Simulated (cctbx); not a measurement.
# Diagnosing a refinement

Cell a = 6.2070 Å, b = 6.2070 Å, c = 9.7350 Å, α = 90.00°, β = 90.00°, γ = 120.00°; space group P-6m2 (no. 187).

The data are simulated with cctbx, not measured: Ga Kα, λ = 1.3414 Å, to d = 0.83 Å, 50 % of the full sphere, strongest reflection 5000 counts, noise from counting, a 6 % proportional error and a noise floor of 15 counts (s.d.); no absorption.

An anisotropic refinement with weights 1/σ² prints:

```text
Rint 0.101, 276 unique reflections to 0.83 A
cycle     R1     wR2    GooF  max shift (A)
   1  0.0564  0.1574   1.477   0.05716
   2  0.0547  0.1372   1.287   0.00000
final R1 0.0547 wR2 0.1372 GooF 1.287  parameters 19  data/parameter 14.5
atom        x        y        z      Ueq    occ   su(xyz)  su(Uiso or U11)
Cd1    0.66667  0.33333  0.75446  -0.0006  1.000  0.00113  0.0031  NPD
Cd2    0.67425  0.83713  0.75280   0.0112  1.000  0.00150  0.0025
Cd3    0.49763  0.50237  0.50000   0.0053  1.000  0.00242  0.0038  NPD
Cd4    0.50092  0.49908  0.00000   0.0050  1.000  0.00334  0.0034  NPD
Fe1    0.00000  0.00000  0.50000  -0.0056  1.000  0.00000  0.0092  NPD
difference map: max 34.75 min -10.84 rms 1.60
Q1    0.0000  0.0000  0.0000    1   34.75  2.98 A from Cd2
Q2    0.0000  0.0000  0.4355    2   14.98  0.63 A from Fe1
Q3    0.6667  0.3333  0.2861    2    8.50  0.40 A from Cd1
Q4    0.5279  0.2639  0.3695    6    5.28  1.42 A from Cd1
Q5    0.3333  0.6667  0.1622    2    4.77  2.01 A from Cd2
Q6    0.2718  0.5436  0.3714    6    4.02  1.68 A from Cd2
```

**Question.** Can this result stand? If not, what is the likely fault?

Mend it. The fault: an atom left out, Zn at (0, 0, 0). Against the right model at the same level, R1 goes from 0.0391 to 0.0547 and GooF from 0.89 to 1.29 and the top difference peak, 34.8 e/Å³, lies 2.98 Å from Cd2. Q1 is the missing atom. With scattering power missing, scale and phases suffer, so peaks may also grow on the heavy atoms.

The compound is ZnCd14Fe. The right model at the same level gives:

```text
Rint 0.101, 276 unique reflections to 0.83 A
cycle     R1     wR2    GooF  max shift (A)
   1  0.0497  0.1214   1.144   0.04982
   2  0.0391  0.0942   0.887   0.00000
final R1 0.0391 wR2 0.0942 GooF 0.887  parameters 21  data/parameter 13.1
atom        x        y        z      Ueq    occ   su(xyz)  su(Uiso or U11)
Cd1    0.66667  0.33333  0.75136   0.0005  1.000  0.00163  0.0035  NPD
Cd2    0.67674  0.83837  0.75387   0.0096  1.000  0.00132  0.0020
Cd3    0.49949  0.50051  0.50000   0.0034  1.000  0.00211  0.0034  NPD
Cd4    0.50023  0.49977  0.00000   0.0090  1.000  0.00235  0.0037
Zn1    0.00000  0.00000  0.00000   0.0507  1.000  0.00000  0.0143
Fe1    0.00000  0.00000  0.50000   0.0162  1.000  0.00000  0.0149  NPD
Flack x: 0.3(8)
Hooft y: 0.745(962)  Bijvoet pairs: 116
difference map: max 6.03 min -4.34 rms 1.01
Q1    0.0000  0.0000  0.0000    1    6.03  0.00 A from Zn1
Q2    0.3333  0.6667  0.1635    2    4.32  2.01 A from Cd2
Q3    0.0000  0.0000  0.2735    2    4.12  1.76 A from Cd2
Q4    0.1166  0.2332  0.0000    3    3.50  1.25 A from Zn1
Q5    0.0000  0.0000  0.0793    2    3.38  0.77 A from Zn1
Q6    0.0084  0.1536  0.1047   12    3.27  1.38 A from Zn1
```

Isotropic U is held between 0.0001 and 1 Å² by the program, and listed peak heights are interpolated, so they can pass the grid's maximum.

This is a model crystal, built by substitution and not relaxed, with assumed displacement parameters.

[Middle refinement cycles are left out of these outputs.]

[Logs are printed without paths, hosts, clocks, repeated set-up lines and the standing remarks that a program may print on its own settings, such as how far it seeks lower states.]
